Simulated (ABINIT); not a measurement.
# Quasiparticle gap of BaZrSe3 (P1) in ABINIT

Aim: the G0W0 gap of BaZrSe3 (P1) on PBEsol, step by step.

Method: PBEsol and many-body steps on it, plane waves, in ABINIT 10.8.3.

## Step 1: The structure

It takes space group P1 (No. 1, triclinic). The conventional cell has a = 5.287 Å, b = 5.296 Å, c = 5.309 Å, α = 89.89°, β = 89.91°, γ = 89.96°. Nearest to Ba lie 12 Se at 3.63 to 3.88 Å. Nearest to Zr lie 6 Se at 2.57 to 2.75 Å. Nearest to Se lie 2 Zr at 2.61 to 2.70 Å and 4 Ba at 3.69 to 3.80 Å. Se has 2 Zr at 2.62 to 2.69 Å and 4 Ba at 3.63 to 3.88 Å nearest. Nearest to Se lie 2 Zr at 2.57 to 2.75 Å and 4 Ba at 3.71 to 3.77 Å. Farther neighbours, and contacts between anions beyond the nearest, are not listed.

The cell and positions are those that the Materials Project relaxed with its own functionals (PBE, PBE+U or r2SCAN), kept fixed.

## Step 2: Ground state

This step: ABINIT 10.8.3; DFT, PBEsol, plane waves, norm-conserving pseudopotentials.

The ground-state density comes first.

run.abi

```
acell 3*1.0 Angstrom
rprim 
  5.287383000000 -0.000000000000 -0.000000000000
  0.003576000000 5.296392000000 -0.000000000000
  0.007950000000 0.010054000000 5.309462000000
ntypat 3
znucl 56 40 34
natom 5
typat 1 2 3 3 3
xred 
  0.998643000000 0.998478000000 0.998673000000
  0.476578000000 0.490069000000 0.476727000000
  0.488317000000 0.998506000000 0.502693000000
  0.983845000000 0.511636000000 0.518540000000
  0.492614000000 0.501310000000 0.993370000000
pp_dirpath "pseudos"
pseudos "Ba.upf, Zr.upf, Se.upf"
ecut 48
ngkpt 4 4 4
nshiftk 1
shiftk 0 0 0
kptopt 1
chksymbreak 0
nband 53
occopt 1
tolvrs 1e-10
nstep 60
prtwf 0
optforces 0
optstress 0
indata_prefix "in"
outdata_prefix "out"
tmpdata_prefix "tmp"
```

The run is started by

```sh
$ OMP_NUM_THREADS=1 mpirun -n 8 abinit run.abi > log
```

Output:

```text
.Version 10.8.3 of ABINIT. v10.8.2 released Aug 2026.

 Symmetries : space group P1 (#  1); Bravais aP (primitive triclinic)
================================================================================
 Values of the parameters that define the memory need of the present run
     intxc =       0    ionmov =       0      iscf =       7    lmnmax =       6
     lnmax =       6     mgfft =      64  mpssoang =       3    mqgrid =    3130
     natom =       5  nloc_mem =       1    nspden =       1   nspinor =       1
    nsppol =       1      nsym =       1    n1xccc =    2501    ntypat =       3
    occopt =       1   xclevel =       2
-    mband =          53        mffmem =           1         mkmem =           5
       mpw =       15958          nfft =      262144          nkpt =          36
================================================================================
  Rough estimation (10% accuracy) of disk space for files :
================================================================================

--------------------------------------------------------------------------------
------------- Echo of variables that govern the present computation ------------
--------------------------------------------------------------------------------
 -outvars: echo values of preprocessed input variables --------
            acell      1.8897261259E+00  1.8897261259E+00  1.8897261259E+00 Bohr

      chksymbreak           0
             ecut      4.80000000E+01 Hartree
-          fftalg         312

              ixc     -116133
              kpt      0.00000000E+00  0.00000000E+00  0.00000000E+00
                       2.50000000E-01  0.00000000E+00  0.00000000E+00
                       5.00000000E-01  0.00000000E+00  0.00000000E+00
                       0.00000000E+00  2.50000000E-01  0.00000000E+00
                       2.50000000E-01  2.50000000E-01  0.00000000E+00
                       5.00000000E-01  2.50000000E-01  0.00000000E+00
                      -2.50000000E-01  2.50000000E-01  0.00000000E+00
                       0.00000000E+00  5.00000000E-01  0.00000000E+00
                       2.50000000E-01  5.00000000E-01  0.00000000E+00
   [... 25 further rows ...]
                       2.50000000E-01  5.00000000E-01  5.00000000E-01
                       5.00000000E-01  5.00000000E-01  5.00000000E-01
         kptrlatt        4    0    0      0    4    0      0    0    4
          kptrlen      3.99668232E+01
P           mkmem           5
            natom           5
            nband          53
            ngfft          64      64      64
             nkpt          36
            nstep          60
             nsym           1
           ntypat           3
              occ      2.000000  2.000000  2.000000  2.000000  2.000000  2.000000
                       2.000000  2.000000  2.000000  2.000000  2.000000  2.000000
                       2.000000  2.000000  2.000000  2.000000  2.000000  2.000000
                       2.000000  2.000000  2.000000  2.000000  2.000000  2.000000
                       2.000000  2.000000  2.000000  2.000000  2.000000  2.000000
                       2.000000  2.000000  2.000000  2.000000  2.000000  2.000000
                       2.000000  2.000000  2.000000  2.000000  2.000000  2.000000
                       2.000000  2.000000  2.000000  2.000000  2.000000  0.000000
                       0.000000  0.000000  0.000000  0.000000  0.000000
        optforces           0
        optstress           0
            prtwf           0
            rprim      5.2873830000E+00 -0.0000000000E+00 -0.0000000000E+00
[...]
spgroup           1
           tolvrs      1.00000000E-10

             xred      9.9864300000E-01  9.9847800000E-01  9.9867300000E-01
[...]
znucl       56.00000   40.00000   34.00000

================================================================================

 chkinp: Checking input parameters for consistency.

================================================================================
== DATASET  1 ==================================================================
-   mpi_nproc: 8, omp_nthreads: 1 (-1 if OMP is not activated)

--- !DatasetInfo
iteration_state: {dtset: 1, }
dimensions: {natom: 5, nkpt: 36, mband: 53, nsppol: 1, nspinor: 1, nspden: 1, mpw: 15958, }
cutoff_energies: {ecut:  48.0, pawecutdg:  -1.0, }
electrons: {nelect:   9.40000000E+01, charge:   0.00000000E+00, occopt:   1.00000000E+00, tsmear:   1.00000000E-02, }

 Real(R)+Recip(G) space primitive vectors, cartesian coordinates (Bohr,Bohr^-1):
 R(1)=  9.9917058  0.0000000  0.0000000  G(1)=  0.1000830 -0.0000676 -0.0001497
 R(2)=  0.0067577 10.0087303  0.0000000  G(2)=  0.0000000  0.0999128 -0.0001892
 R(3)=  0.0150233  0.0189993 10.0334291  G(3)=  0.0000000  0.0000000  0.0996668
 Unit cell volume ucvol=  1.0033859E+03 bohr^3
 Angles (23,13,12)=  8.98914470E+01  8.99142097E+01  8.99613152E+01 degrees

 getcut: wavevector=  0.0000  0.0000  0.0000  ngfft=  64  64  64
         ecut(hartree)=     48.000   => boxcut(ratio)=   2.04524

--- Pseudopotential description ------------------------------------------------
- Ba Generated using ONCVPSP code by D. R. Hamann
- 56.00000  10.00000  180301                  znucl, zion, pspdat
12 -116133 2 -1 1936                          pspcod,pspxc,lmax,lloc,mmax
     nproj     2     2     2
  pspatm : epsatm=   22.57506632
         --- l  ekb(1:nproj) -->
[...]
pspatm: atomic psp has been read  and splines computed

- Zr Generated using ONCVPSP code by D. R. Hamann
- 40.00000  12.00000  180301                  znucl, zion, pspdat
12 -116133 2 -1 1604                          pspcod,pspxc,lmax,lloc,mmax
     nproj     2     2     2
  pspatm : epsatm=   18.88750569
         --- l  ekb(1:nproj) -->
[...]
pspatm: atomic psp has been read  and splines computed

- Se Generated using ONCVPSP code by D. R. Hamann
- 34.00000  24.00000  180301                  znucl, zion, pspdat
12 -116133 2 -1 1198                          pspcod,pspxc,lmax,lloc,mmax
     nproj     2     2     2
  pspatm : epsatm=   25.27915816
         --- l  ekb(1:nproj) -->
[...]
pspatm: atomic psp has been read  and splines computed

   1.10262044E+04                                ecore*ucvol(ha*bohr**3)
--------------------------------------------------------------------------------

_setup2: Arith. and geom. avg. npw (full set) are   15938.891   15938.883

================================================================================

--- !BeginCycle
iteration_state: {dtset: 1, }
solver: {iscf: 7, nstep: 60, nline: 4, wfoptalg: 0, }
tolerances: {tolvrs: 1.00E-10, }

     iter   Etot(hartree)      deltaE(h)  residm     vres2
 ETOT  1  -1085.0955327386    -1.085E+03 1.785E+00 2.126E+03
 ETOT  2  -1092.5364916241    -7.441E+00 5.216E-02 5.477E+03
 ETOT  3  -1093.1055722884    -5.691E-01 1.876E-02 1.354E+03
 ETOT  4  -1093.1935397338    -8.797E-02 2.690E-02 5.683E+02
 ETOT  5  -1093.2377069260    -4.417E-02 4.002E-03 1.420E+02
 ETOT  6  -1093.2480104626    -1.030E-02 4.982E-03 2.771E+01
 ETOT  7  -1093.2509564120    -2.946E-03 2.044E-03 2.468E-01
 ETOT  8  -1093.2509787497    -2.234E-05 2.259E-03 6.824E-02
 ETOT  9  -1093.2509825180    -3.768E-06 5.507E-04 6.281E-03
 ETOT 10  -1093.2509832353    -7.174E-07 5.160E-04 4.032E-05
 ETOT 11  -1093.2509832390    -3.672E-09 1.877E-04 1.193E-06
 ETOT 12  -1093.2509832391    -1.221E-10 1.283E-04 1.239E-07
 ETOT 13  -1093.2509832391     4.093E-11 2.522E-04 7.077E-09
 ETOT 14  -1093.2509832391    -6.685E-11 1.334E-04 1.843E-09
 ETOT 15  -1093.2509832391    -1.023E-11 2.341E-04 1.121E-10
 ETOT 16  -1093.2509832391     5.434E-11 1.038E-04 9.820E-12

 At SCF step   16       vres2   =  9.82E-12 < tolvrs=  1.00E-10 =>converged.

--- !ResultsGS
iteration_state: {dtset: 1, }
comment   : Summary of ground state results
lattice_vectors:
- [  9.9917058,  -0.0000000,  -0.0000000, ]
- [  0.0067577,  10.0087303,  -0.0000000, ]
- [  0.0150233,   0.0189993,  10.0334291, ]
lattice_lengths: [   9.99171,   10.00873,   10.03346, ]
lattice_angles: [ 89.891,  89.914,  89.961, ] # degrees, (23, 13, 12)
lattice_volume:   1.0033859E+03
convergence: {deltae:  5.434E-11, res2:  9.820E-12, residm:  1.038E-04, diffor:  0.000E+00, }
etotal    :  -1.09325098E+03
entropy   :   0.00000000E+00
fermie    :   2.12745016E-01
cartesian_stress_tensor: null
pressure_GPa: null
xred      :
- [  9.9864E-01,   9.9848E-01,   9.9867E-01, Ba]
- [  4.7658E-01,   4.9007E-01,   4.7673E-01, Zr]
- [  4.8832E-01,   9.9851E-01,   5.0269E-01, Se]
- [  9.8385E-01,   5.1164E-01,   5.1854E-01, Se]
- [  4.9261E-01,   5.0131E-01,   9.9337E-01, Se]
cartesian_forces: null
force_length_stats: {min: null, max: null, mean: null, }

 Integrated electronic density in atomic spheres:
 ------------------------------------------------
 Atom  Sphere_radius  Integrated_density
[...]
================================================================================

 ----iterations are completed or convergence reached----

 Mean square residual over all n,k,spin=   16.273E-08; max=  10.385E-05
 reduced coordinates (array xred) for    5 atoms
       0.998643      0.998478      0.998673
       0.476578      0.490069      0.476727
       0.488317      0.998506      0.502693
       0.983845      0.511636      0.518540
       0.492614      0.501310      0.993370
 rms dE/dt=  0.0000E+00; max dE/dt=  0.0000E+00; dE/dt below (all hartree)
    1       0.000000      0.000000      0.000000
    2       0.000000      0.000000      0.000000
    3       0.000000      0.000000      0.000000
    4       0.000000      0.000000      0.000000
    5       0.000000      0.000000      0.000000

 cartesian coordinates (angstrom) at end:
    1      5.291718     5.298372     5.302416
    2      2.525393     2.600391     2.531164
    3      2.589486     5.293533     2.669029
    4      5.207917     2.715038     2.753168
    5      2.614329     2.665122     5.274260
 length scales=  1.889726  1.889726  1.889726 bohr
              =  1.000000  1.000000  1.000000 angstroms
 prteigrs : about to open file out_EIG
 Fermi (or HOMO) energy (hartree) =   0.21275   Average Vxc (hartree)=  -0.35699
 Eigenvalues (hartree) for nkpt=  36  k points:
 kpt#   1, nband= 53, wtk=  0.01563, kpt=  0.0000  0.0000  0.0000 (reduced coord)
  -7.38876   -7.38798   -7.38789   -5.17196   -5.17155   -5.17149   -5.17139   -5.17135
  -5.17068   -5.17063   -5.17053   -5.17045   -1.61080   -1.51195   -1.51133   -1.51121
  -1.51120   -1.51114   -1.51053   -1.51050   -1.51049   -1.51044   -1.51043   -1.51038
  -1.50958   -1.50955   -1.50936   -1.50932   -0.82018   -0.80447   -0.80441   -0.80416
  -0.27231   -0.27209   -0.27198   -0.26301   -0.22975   -0.22884    0.09307    0.09419
   0.09463    0.16285    0.16453    0.16641    0.18354    0.19045    0.19297    0.21857
   0.22335    0.23275    0.28059    0.28334    0.29920
 prteigrs : prtvol=0 or 1, do not print more k-points.

--- !EnergyTerms
iteration_state     : {dtset: 1, }
comment             : Components of total free energy in Hartree
kinetic             :  4.591012E+02
hartree             :  4.829922E+02
xc                  : -1.022493E+02
Ewald energy        : -4.398233E+02
psp_core            :  1.098900E+01
local_psp           : -1.255822E+03
non_local_psp       : -2.484387E+02
total_energy        : -1.093251E+03
total_energy_eV     : -2.974887E+04
band_energy         : -1.932587E+02

== END DATASET(S) ==============================================================
================================================================================

 -outvars: echo values of variables after computation  --------
           etotal     -1.0932509832E+03
            nband          53
             nkpt          36
          spgroup           1
 [... the other variables as echoed above ...]

 Calculation completed.
```

It took 6.4 min on 8 MPI ranks of Intel Xeon Platinum 8488C (Sapphire Rapids), shared host; peak memory 1.5 GiB.

Numbers from this step:

```yaml
total_energy: -29748.8748 eV
gap: 0.1584 eV
k_of_the_valence_top: 0.5, 0.5, 0.5
k_of_the_conduction_bottom: 0, 0, 0
least_direct_gap: 0.6966 eV
```

The gap is indirect, with the least direct gap 0.54 eV higher.

(Part 1 of 3 ends here.)

[Long decimals in the printed logs are rounded to 6 places.]

[Logs are printed without paths, hosts, clocks, repeated set-up lines and the standing remarks that a program may print on its own settings, such as how far it seeks lower states.]

[Paths, hosts, dates, memory and timing lines, banners, echoed tables and standing remarks are left out of the program output; an Ansatz launch command may be rebuilt from the run's recorded settings. Measured values are a selection of at most five: reports struck by readers or far from the other reports are left out. None is set beside runs whose start may be inverted or whose files or cutoffs have a known fault.]

[Runs of the session that timed out or met a known fault of the program may be left out.]

[Hosts, paths, dates, database ids (printed as entryN), source tags and the programs' standing remarks are cut or masked in the printed files.]

[G0W0 gaps are taken among the corrected bands and points alone; a level outside them can change the order at an edge.]

[Where Ansatz stands beside ABINIT at settings called matched, ABINIT's density can come from a denser mesh and the files from another edition; pairs whose starting gaps differed by over 0.03 eV were left out, so agreement reads better than it is.]
